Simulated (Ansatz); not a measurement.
# Localised basis functions on Σ7 (111) twist boundary in Si (84 atoms)

Wanted: errors and times of a linear-scaling basis for Σ7 (111) twist boundary in Si (84 atoms). A setting counts as converged where the r.m.s. difference of forces stays under 1 % of the r.m.s. force.

Main program and level: Ansatz 0.2.0; Kohn-Sham DFT, PBE, PAW (set soft_2), plane waves.

### Step 1. The starting structure

The cell holds 84 atoms: 84 Si. Its edges and angles: a = 10.160 Å, b = 10.160 Å, c = 18.604 Å, α = 90.0°, β = 90.0°, γ = 120.0°. It derives from Si (diamond-structure). Diamond-structure Si (a = 5.431 Å); two grains turned against each other by 81.79 deg about [111]; 1 x 1 coincidence cells, 1 lattice periods a grain, two boundaries a cell, upper grain shifted by [0.256, 0.544] of the boundary cell and opened by 0.2 Å, one atom of each pair nearer than 1.293 Å removed; annealed from 300 K for 3 ps and minimised with a classical potential (one cell length free). Regions: lower grain, 42 atoms (42 Si); upper grain, 42 atoms (42 Si).

What the set-up can't give: The host structure and its lattice constant were typed by rule, without a check against the phase diagram.

### Step 2. Plane-wave single point

The first run uses the default basis; a harder plane-wave run follows as the reference for the support functions.

Contents of input.yaml:

```yaml
crystal:
  lattice:
    - [10.16047, 0.0, 0.0]
    - [-5.08024, 8.79923, 0.0]
    - [0.0, 0.0, 18.60372]
  atoms:
    - { symbol: Si, position: [0.87375, 0.28911, 0.44911] }
    - { symbol: Si, position: [0.87484, 0.28755, 0.07303] }
    - { symbol: Si, position: [0.84229, 0.05771, 0.11633] }
    - { symbol: Si, position: [0.84229, 0.05771, 0.24151] }
    - { symbol: Si, position: [0.77055, 0.59638, 0.45531] }
    - { symbol: Si, position: [0.74049, 0.57166, 0.06996] }
    - { symbol: Si, position: [0.98791, 0.778, 0.10794] }
    - { symbol: Si, position: [0.98702, 0.77241, 0.23579] }
    - { symbol: Si, position: [0.45269, 0.12945, 0.45531] }
    - { symbol: Si, position: [0.45804, 0.15951, 0.06996] }
    - { symbol: Si, position: [0.69372, 0.33986, 0.12003] }
    - { symbol: Si, position: [0.69427, 0.3423, 0.24631] }
    - { symbol: Si, position: [0.93823, 0.53494, 0.27984] }
    - { symbol: Si, position: [0.94052, 0.53244, 0.40583] }
    - { symbol: Si, position: [0.6478, 0.10082, 0.28164] }
    - { symbol: Si, position: [0.64437, 0.09204, 0.40713] }
    - { symbol: Si, position: [0.61089, 0.85778, 0.44911] }
    - { symbol: Si, position: [0.61245, 0.86043, 0.07303] }
    - { symbol: Si, position: [0.30362, 0.44731, 0.45531] }
    - { symbol: Si, position: [0.32835, 0.44196, 0.06996] }
    - { symbol: Si, position: [0.56014, 0.627, 0.12003] }
    - { symbol: Si, position: [0.5577, 0.62511, 0.24631] }
    - { symbol: Si, position: [0.79918, 0.82012, 0.28164] }
    - { symbol: Si, position: [0.80796, 0.82548, 0.40713] }
    - { symbol: Si, position: [0.04222, 0.02625, 0.44911] }
    - { symbol: Si, position: [0.03957, 0.02516, 0.07303] }
    - { symbol: Si, position: [0.273, 0.20628, 0.12003] }
    - { symbol: Si, position: [0.2749, 0.20574, 0.24631] }
    - { symbol: Si, position: [0.50895, 0.39105, 0.29766] }
    - { symbol: Si, position: [0.50895, 0.39105, 0.43383] }
    - { symbol: Si, position: [0.17562, 0.72438, 0.45143] }
    - { symbol: Si, position: [0.17563, 0.72439, 0.05689] }
    - { symbol: Si, position: [0.41695, 0.91209, 0.10795] }
    - { symbol: Si, position: [0.41226, 0.91299, 0.2358] }
    - { symbol: Si, position: [0.122, 0.48305, 0.10794] }
    - { symbol: Si, position: [0.12759, 0.48774, 0.23579] }
    - { symbol: Si, position: [0.36506, 0.67643, 0.27984] }
    - { symbol: Si, position: [0.36756, 0.68122, 0.40583] }
    - { symbol: Si, position: [0.07988, 0.2522, 0.28164] }
    - { symbol: Si, position: [0.07453, 0.25563, 0.40713] }
    - { symbol: Si, position: [0.22357, 0.96177, 0.27984] }
    - { symbol: Si, position: [0.21878, 0.95948, 0.40583] }
    - { symbol: Si, position: [0.50895, 0.39106, 0.96547] }
    - { symbol: Si, position: [0.50895, 0.39105, 0.57093] }
    - { symbol: Si, position: [0.80973, 0.255, 0.94932] }
    - { symbol: Si, position: [0.81082, 0.25765, 0.57324] }
    - { symbol: Si, position: [0.74405, 0.43421, 0.61652] }
    - { symbol: Si, position: [0.74634, 0.439, 0.74251] }
    - { symbol: Si, position: [0.07212, 0.09027, 0.94932] }
    - { symbol: Si, position: [0.07368, 0.08917, 0.57324] }
    - { symbol: Si, position: [0.0402, 0.28995, 0.61522] }
    - { symbol: Si, position: [0.03677, 0.29531, 0.74072] }
    - { symbol: Si, position: [0.99031, 0.49032, 0.77605] }
    - { symbol: Si, position: [0.99085, 0.48843, 0.90232] }
    - { symbol: Si, position: [0.35622, 0.95591, 0.9524] }
    - { symbol: Si, position: [0.38095, 0.98598, 0.56705] }
    - { symbol: Si, position: [0.31701, 0.15594, 0.61652] }
    - { symbol: Si, position: [0.31951, 0.15365, 0.74252] }
    - { symbol: Si, position: [0.27231, 0.34301, 0.78656] }
    - { symbol: Si, position: [0.26762, 0.33743, 0.91441] }
    - { symbol: Si, position: [0.645, 0.82788, 0.94932] }
    - { symbol: Si, position: [0.64235, 0.82632, 0.57324] }
    - { symbol: Si, position: [0.61005, 0.02339, 0.61522] }
    - { symbol: Si, position: [0.60469, 0.01461, 0.74072] }
    - { symbol: Si, position: [0.55698, 0.20244, 0.78656] }
    - { symbol: Si, position: [0.56257, 0.20334, 0.91442] }
    - { symbol: Si, position: [0.94408, 0.67346, 0.9524] }
    - { symbol: Si, position: [0.91402, 0.66812, 0.56705] }
    - { symbol: Si, position: [0.87661, 0.8598, 0.61522] }
    - { symbol: Si, position: [0.88539, 0.86323, 0.74072] }
    - { symbol: Si, position: [0.84228, 0.05771, 0.78084] }
    - { symbol: Si, position: [0.84228, 0.05772, 0.90602] }
    - { symbol: Si, position: [0.17562, 0.72438, 0.58853] }
    - { symbol: Si, position: [0.17562, 0.72438, 0.72469] }
    - { symbol: Si, position: [0.12687, 0.90969, 0.77605] }
    - { symbol: Si, position: [0.12442, 0.90915, 0.90232] }
    - { symbol: Si, position: [0.22653, 0.54377, 0.9524] }
    - { symbol: Si, position: [0.23188, 0.51905, 0.56704] }
    - { symbol: Si, position: [0.46579, 0.58299, 0.61652] }
    - { symbol: Si, position: [0.461, 0.58049, 0.74251] }
    - { symbol: Si, position: [0.40967, 0.77313, 0.77605] }
    - { symbol: Si, position: [0.41157, 0.77557, 0.90232] }
    - { symbol: Si, position: [0.69756, 0.62769, 0.78656] }
    - { symbol: Si, position: [0.69666, 0.63238, 0.91441] }
kpoints:
  mp_grid: { grid: [2, 2, 1] }
hamiltonian:
  xc: pbe
scf:
  occupations: { method: fermi_dirac, width: 0.05 }
output:
  forces: true
  stress: true
  populations: true
  dos:
    method: { smearing: { sigma: 0.08 } }
    de: 0.1
    projected:
      site_lists:
        Si: [Si]
        lower_grain: [0, 1, 2, 3, 4, 5, 6, 7, 8, 9, 10, 11, 12, 13, 14, 15, 16, 17, 18, 19, 20, 21, 22, 23, 24, 25, 26, 27, 28, 29, 30, 31, 32, 33, 34, 35, 36, 37, 38, 39, 40, 41]
        upper_grain: [42, 43, 44, 45, 46, 47, 48, 49, 50, 51, 52, 53, 54, 55, 56, 57, 58, 59, 60, 61, 62, 63, 64, 65, 66, 67, 68, 69, 70, 71, 72, 73, 74, 75, 76, 77, 78, 79, 80, 81, 82, 83]
  eigenvalues: true
  write_density: true
  write_potential: true
  volumetric_format: npy
  elf: true
```

Started as:

```bash
$ ansatz run input.yaml --threads 4 --pin off --max-ram 8192MiB --backend cpu --events-out ev --progress --plain --runs-dir out
```

Numbers of over 12 decimals in the logs are rounded to 6 here.

Output:

```text
Warning: the atoms were moved onto the symmetric positions of the space group found under crystal.symmetry.tolerance 1.0e-5 (fractional; no operation is sought that the atoms, as they stand in a round, miss by more than twice it, and no atom is moved by as much as it), and the run uses the moved positions. [...]
Warning: at least one further symmetry operation maps every atom of the structure, as the run holds it, onto an atom to within 2.52e-5 (fractional), and is not used: no operation is sought that the atoms, as the run holds them, miss by more than 2.00e-5, twice crystal.symmetry.tolerance (1.0e-5). [...]
Engine: ansatz 0.2.0, aarch64-unknown-linux-gnu
Pseudopotentials: kind: paw
Pseudopotential: Si, paw, valence charge 4, recommended cutoff 420 eV (normal), Si.paw.azcp
[... 5 lines on functional and potentials left out ...]
Crystal: 84 atoms, lattice volume = 1663.253 Å³
Basis set: ecut = 420 eV, 32523 PW (Γ), exchange–correlation on 144×144×250 points (8 copies of the dense FFT grid, shifted against one another)
Bands: 252, of which v1, the nominal top of the filled ones, is band 168 counted from 1 (167 counted from 0)
Symmetry: 2 space group operations
Space group: C2 (ITA 5), of the structure as read, at distance tolerance 1.2e-4 Å
k-points: 3 of 4
[... 3 lines on functional and potentials left out ...]
Initial density: superposition of atomic densities (neutral atoms: chi_scale 0, normalization atom), corrected by the library's trained network
Initial wavefunctions: pseudopotential atomic-orbital guess
Functional: x = pbe(κ = 0.804, μ = 0.219515), c = pbe(β = 0.066725)
SCF iter   1: F=—  HF=-53397.332524 eV  |F-HF|=—  |Δ(HF+E_count)|=         —  Δρ=2.26e-3  dr2=1.97e-1  ethr=1.77e-3  ⟨swp⟩=6.3  Hψ=3535  notcnv=0  defer=135
preconditioner: auto → Resta (q_TF=auto, 2.090 Å⁻¹)  ε∞=5.7  [insulator: Δε(μ)=0.159 eV  Ē_g=7.716 eV  σ=0.050 eV  W_gap=0.65  n_scr=246 (ndim 8)  ℏωp=16.7 eV  f_vac=0.000  D(μ)=13.09/eV (n_scr^D=36)  ε∞_Penn≈5.7]
SCF iter   2: F=—  HF=-53397.313802 eV  |F-HF|=—  |Δ(HF+E_count)|=   1.87e-2  Δρ=1.21e-3  dr2=4.64e-2  ethr=5.85e-5  ⟨swp⟩=1.3  Hψ=883  notcnv=0  defer=166
SCF iter   3: F=—  HF=-53397.309227 eV  |F-HF|=—  |Δ(HF+E_count)|=   4.58e-3  Δρ=2.10e-4  dr2=2.56e-3  ethr=1.38e-5  ⟨swp⟩=2.0  Hψ=914  notcnv=0  defer=166
SCF iter   4: F=—  HF=-53397.309386 eV  |F-HF|=—  |Δ(HF+E_count)|=   1.59e-4  Δρ=8.56e-5  dr2=3.80e-4  ethr=7.61e-7  ⟨swp⟩=2.7  Hψ=1045  notcnv=0  defer=166
SCF iter   5: F=—  HF=-53397.309453 eV  |F-HF|=—  |Δ(HF+E_count)|=   6.71e-5  Δρ=2.38e-5  dr2=1.85e-5  ethr=1.13e-7  ⟨swp⟩=3.0  Hψ=940  notcnv=0  defer=166
SCF iter   6: F=—  HF=-53397.308934 eV  |F-HF|=—  |Δ(HF+E_count)|=   5.19e-4  Δρ=6.49e-6  dr2=1.23e-6  ethr=5.51e-9  ⟨swp⟩=2.7  Hψ=1070  notcnv=0  defer=166
SCF iter   7: F=-53397.308935 eV  HF=-53397.308935 eV  |F-HF|=2.99e-8  |Δ(HF+E_count)|=   9.62e-7  Δρ=1.47e-6  dr2=7.58e-8  ethr=2.98e-11  ⟨swp⟩=16.7  Hψ=7026  notcnv=0
SCF 1 converged in 7 iterations: F = -53397.308935 eV  dr2 = 7.58e-8
  greatest PAW one-centre occupation: 0.657 electrons in one spin orbital (limit 2), on the Si atom at site 43 (counted from 0), in its partial waves of l = 0
SCF converged after 7 iterations
Free energy (F): -53397.308935 eV
Harris-Foulkes:  -53397.308935 eV  (|F-HF|=2.99e-8)
Internal energy: -53397.188289 eV  (E = F + TS)
E sigma→0 (E₀):  -53397.248612 eV
Entropy (-TS):   -0.120646 eV (-1.436 meV/atom)
Fermi energy:    6.412722 eV
--- Per-component energies (eV) ---
  E_band       = 440.305604
  E_kinetic    = 3376.706343
  E_local      = -2172.010065  (includes V_loc(G=0)·N_el)
  E_nonlocal   = 2176.824927
  E_hartree    = 591.307238
  E_xc         = -4631.317579
  E_vxc        = -3920.500497  (∫ρ·V_xc dr)
  E_paw        = -43068.735003  (= ΣΔE_a)
  E_vpaw       = -203.330177  (= ΣTr[D̂ρ^β])
  E_aug_tail   = 0.000522  (compensation charges beyond the density's cutoff)
  E_ewald      = -9669.964671
  E_smearing   = -0.120646  (= −TS)
  E_closure    = 0.000000  (closes the sum)
  Σ components = -53397.308935   (vs F -53397.308935, Δ=0.00e0)
--- Forces (eV/Å), atoms counted from 1 ---
  atom   1  Si    -0.01273160     0.06972089    -0.03069771
  atom   2  Si     0.14312064     0.12192716     0.03434811
  atom   3  Si    -0.00064546     0.00031599     0.03388643
  atom   4  Si     0.00005412     0.00034314     0.04140418
  atom   5  Si     0.09055551     0.11149903    -0.07773125
  atom   6  Si     0.53016484     0.35925456    -0.07649220
  atom   7  Si     0.15769863    -0.40958929     0.00784017
  atom   8  Si    -0.09146674     0.21130481     0.00861142
  atom   9  Si     0.05006880    -0.13419792    -0.07758661
  atom  10  Si     0.04557290    -0.63924663    -0.07622005
  atom  11  Si    -0.12664784     0.09106532    -0.17793929
  atom  12  Si    -0.05214402     0.01104565     0.27412009
  atom  13  Si     0.23029339    -0.01031926    -0.15592304
  atom  14  Si     0.07741769    -0.00408200    -0.13307983
[...]
atom  83  Si    -0.13732654     0.18408467    -0.00879941
  atom  84  Si     0.27562999    -0.34073709    -0.00718309
  max |Σ_I F_I| component: 1.24e-6 eV/Å
--- Stress (GPa, compression-positive) ---
        0.197047       0.000014       0.000308
        0.000014       0.197063      -0.000178
        0.000308      -0.000178       2.621304
  P = ⅓ Tr σ = 1.0051 GPa (10.051 kbar)
--- Band table (eV) ---
  k-point 0: bands = ["-5.7048", "-5.3914", "-5.2110", "-4.3272", [... 236 levels ...], "9.9929", "10.0233", "10.0233", "10.1278", "10.1305", "10.1306", "10.1617", "10.2115", "10.2115", "10.2728", "10.2729", "10.3919"]
  k-point 1: bands = ["-5.2907", "-5.2891", "-4.9815", "-4.9781", [... 236 levels ...], "10.1548", "10.1964", "10.2762", "10.3080", "10.3323", "10.3662", "10.3962", "10.4395", "10.4596", "10.4790", "10.5966", "10.6275"]
  k-point 2: bands = ["-5.2907", "-5.2891", "-4.9816", "-4.9780", [... 236 levels ...], "10.1548", "10.1964", "10.2762", "10.3080", "10.3323", "10.3662", "10.3962", "10.4395", "10.4596", "10.4791", "10.5966", "10.6276"]
--- Löwdin populations: 84 sites ---
  site symbol       q [e]
     0     Si      3.9701
     1     Si      3.9630
     2     Si      3.9582
[...]
83     Si      3.9377
  spilling = 0.010333 (of n_electrons = 336.000000)
```

It took 66 s on 4 threads of Arm Neoverse V2, shared host; peak memory 6.7 GiB; 4.3 min of CPU time.

The program notes that the atoms just miss a symmetry operation and positions were snapped to a detected symmetry.

Numbers from this run:

- free energy: -53397.3089 eV
- free energy per atom: -635.6822 eV/atom
- SCF cycles: 7
- pressure: 1.005 GPa
- r.m.s. force component: 0.1736 eV/Å
- longest force: 0.7241 eV/Å
- Fermi energy: 6.413 eV
- levels partly filled by over 2 per cent: 12
- spilling of the projection: 0.01033

The r.m.s. force component of 0.17 eV/Å and the pressure of 1.0 GPa set the scale for the differences below.

### Step 3. Plane waves at 750 eV (750 eV)

The grid of the support functions holds more waves than the default cutoff, so they are judged against a harder plane-wave run.

input.yaml, the sections that differ from step 2:

```yaml
output:
  forces: true
  eigenvalues: true
basis:
  ecutwfc: "750 eV"
# crystal, kpoints, hamiltonian, scf: as in step 2
```

Output:

```text
[...]
Crystal: 84 atoms, lattice volume = 1663.253 Å³
Basis set: ecut = 750 eV, 77507 PW (Γ), exchange–correlation on 192×192×360 points (8 copies of the dense FFT grid, shifted against one another)
Bands: 252, of which v1, the nominal top of the filled ones, is band 168 counted from 1 (167 counted from 0)
Symmetry: 2 space group operations
[...]
k-points: 3 of 4
[...]
SCF iter   1: F=—  HF=-53397.354124 eV  |F-HF|=—  |Δ(HF+E_count)|=         —  Δρ=2.26e-3  dr2=1.97e-1  ethr=1.77e-3  ⟨swp⟩=6.0  Hψ=3513  notcnv=0  defer=136
[...]
SCF iter   3: F=—  HF=-53397.330149 eV  |F-HF|=—  |Δ(HF+E_count)|=   4.63e-3  Δρ=2.09e-4  dr2=2.38e-3  ethr=1.38e-5  ⟨swp⟩=2.0  Hψ=914  notcnv=0
automatic band count: iteration 3 solves 194 bands in place of 252: the levels show a gap, and the empty bands left out lie too high to hold charge; the band table lists the bands solved (type scf.n_extra_bands for more)
SCF iter   4: F=—  HF=-53397.330261 eV  |F-HF|=—  |Δ(HF+E_count)|=   1.13e-4  Δρ=8.35e-5  dr2=3.52e-4  ethr=7.08e-7  ⟨swp⟩=2.0  Hψ=1005  notcnv=0
[...]
SCF iter   7: F=-53397.330364 eV  HF=-53397.330364 eV  |F-HF|=3.42e-8  |Δ(HF+E_count)|=   9.59e-7  Δρ=1.27e-6  dr2=4.51e-8  ethr=2.98e-11  ⟨swp⟩=13.0  Hψ=2612  notcnv=0
SCF 1 converged in 7 iterations: F = -53397.330364 eV  dr2 = 4.51e-8
[...]
SCF converged after 7 iterations
Free energy (F): -53397.330364 eV
[...]
Internal energy: -53397.209710 eV  (E = F + TS)
E sigma→0 (E₀):  -53397.270037 eV
Entropy (-TS):   -0.120654 eV (-1.436 meV/atom)
Fermi energy:    6.412640 eV
[...]
Σ components = -53397.330364   (vs F -53397.330364, Δ=0.00e0)
--- Forces (eV/Å), atoms counted from 1 ---
  atom   1  Si    -0.01269962     0.06973916    -0.03072502
  atom   2  Si     0.14310712     0.12192075     0.03442869
  atom   3  Si    -0.00064536     0.00031577     0.03384659
  atom   4  Si     0.00005391     0.00034247     0.04137614
[...]
atom  84  Si     0.27560202    -0.34075814    -0.00725917
  max |Σ_I F_I| component: 1.50e-7 eV/Å
--- Band table (eV) ---
[...]
```

It took 64 s on 4 threads; peak memory 6.9 GiB.

The program notes that it cut back its work space to fit the memory limit.

Forces differ from the reference by 0.057 meV/Å r.m.s., 0.033 % of their size, well within a tolerance of 1 %; the energy by -0.26 meV/atom.

### Step 4. Support functions medium

With localised support functions most steps grow linearly with size, though the diagonalisation grows faster unless the density matrix is cut; this run measures error and cost at this size. The level medium gives here a grid of 48×48×90 points and a radius of 4.05 Å. Besides, the program derives a nominal cutoff of 420 eV for this run, against the reference's 750.

This step: Kohn-Sham DFT, PBE, PAW (set soft_2), localised support functions (medium) (Ansatz 0.2.0).

input.yaml, the sections that differ from step 3:

```yaml
scf:
  occupations: { method: fermi_dirac, width: 0.05 }
  eigensolver: { kind: { support_functions: { accuracy: medium } } }
  mixing: { beta: 0.4 }
  max_iter: 150
# crystal, kpoints, hamiltonian, output: as in step 3
# basis: removed
```

Output:

```text
Warning: scf.eigensolver.kind.support_functions: disabling space-group detection — the functions' gradient is summed over unrotated k-points, so no spatial operation reduces the k-mesh or symmetrises the density; time reversal is kept, so that k and −k are solved as one point where they differ and the mesh holds both, and exact exchange and, on two spinor components, a DFT+U term hold to it where the run has them: [...]
settings of this run that can trade accuracy for cost: scf.eigensolver.kind.support_functions [...]
[...]
Crystal: 84 atoms, lattice volume = 1663.253 Å³
Basis set: ecut = 420 eV, 32523 PW (Γ), exchange–correlation on 144×144×250 points (8 copies of the dense FFT grid, shifted against one another)
Bands: 202, of which v1, the nominal top of the filled ones, is band 168 counted from 1 (167 counted from 0)
Symmetry: 1 space group operations
k-points: 4
[...]
Eigensolver: Support functions (medium, 48×48×90 points, laid for a spacing of at most 0.257060 Å, radius 4.045798 Å, 0 species' potentials softened for the grid, 1 wholly corrected for its errors in the mean over positions, 1 with the egg-box correction, energy correction by stochastic trace)
[...]
SCF iter   1: F=—  HF=-53382.764491 eV  |F-HF|=—  |Δ(HF+E_count)|=         —  Δρ=3.79e-2  dr2=2.20e1  ethr=1.00e-1
[...]
SCF iter  11: F=—  HF=-53397.294768 eV  |F-HF|=—  |Δ(HF+E_count)|=   2.29e-3  Δρ=1.64e-5  dr2=9.21e-6  ethr=1.12e-8  κ⁻¹=6.1e-7(r=7)
SCF iter  12: F=-53397.296688 eV  HF=-53397.296688 eV  |F-HF|=4.79e-7  |Δ(HF+E_count)|=   1.92e-3  Δρ=5.18e-6  dr2=1.12e-6  ethr=2.74e-9
SCF 1 converged in 12 iterations: F = -53397.333386 eV  dr2 = 1.12e-6
[...]
SCF converged after 12 iterations
Stability not checked: this state was not tested for a lower state beside it, because the mixer in use, unlike msr1, does not test its closes by its own steps (another_mixer; see scf.mixing.algorithm and scf.lower_state_search)
Free energy (F): -53397.333386 eV
[...]
Internal energy: -53397.213221 eV  (E = F + TS)
E sigma→0 (E₀):  -53397.273303 eV
Entropy (-TS):   -0.120165 eV (-1.431 meV/atom)
Fermi energy:    6.413295 eV
[...]
Σ components = -53397.333386   (vs F -53397.333386, Δ=0.00e0)
--- Forces (eV/Å), atoms counted from 1 ---
  atom   1  Si    -0.01301672     0.06967581    -0.03056735
  atom   2  Si     0.14267578     0.12165215     0.03479482
  atom   3  Si    -0.00060935     0.00042271     0.03378629
  atom   4  Si    -0.00126680     0.00032014     0.04182646
[...]
atom  84  Si     0.27589681    -0.34078260    -0.00720170
  max |Σ_I F_I| component: 2.03e-3 eV/Å
--- Band table (eV) ---
[...]
```

Wall time 1.8 min (4 threads); peak memory 2.9 GiB.

The program notes that the band table was not solved further than the SCF left it and it switched symmetry off.

Keys that differ from the reference: basis.ecutwfc removed, support_functions.accuracy = "medium", scf.max_iter = 150 and scf.mixing.beta = 0.4.

Forces differ from the reference by 0.49 meV/Å r.m.s., 0.28 % of their size, well within a tolerance of 1 %. It took 1.7 times the reference's time (shared host, so rough). The two runs also began from different starting densities, which bears on cycles and time.

[end of part 1 of 3]

[Logs are printed without paths, hosts, clocks, repeated set-up lines and the standing remarks that a program may print on its own settings, such as how far it seeks lower states.]

[Hosts, paths, dates, database ids (printed as entryN), source tags and the programs' standing remarks are cut or masked in the printed files.]
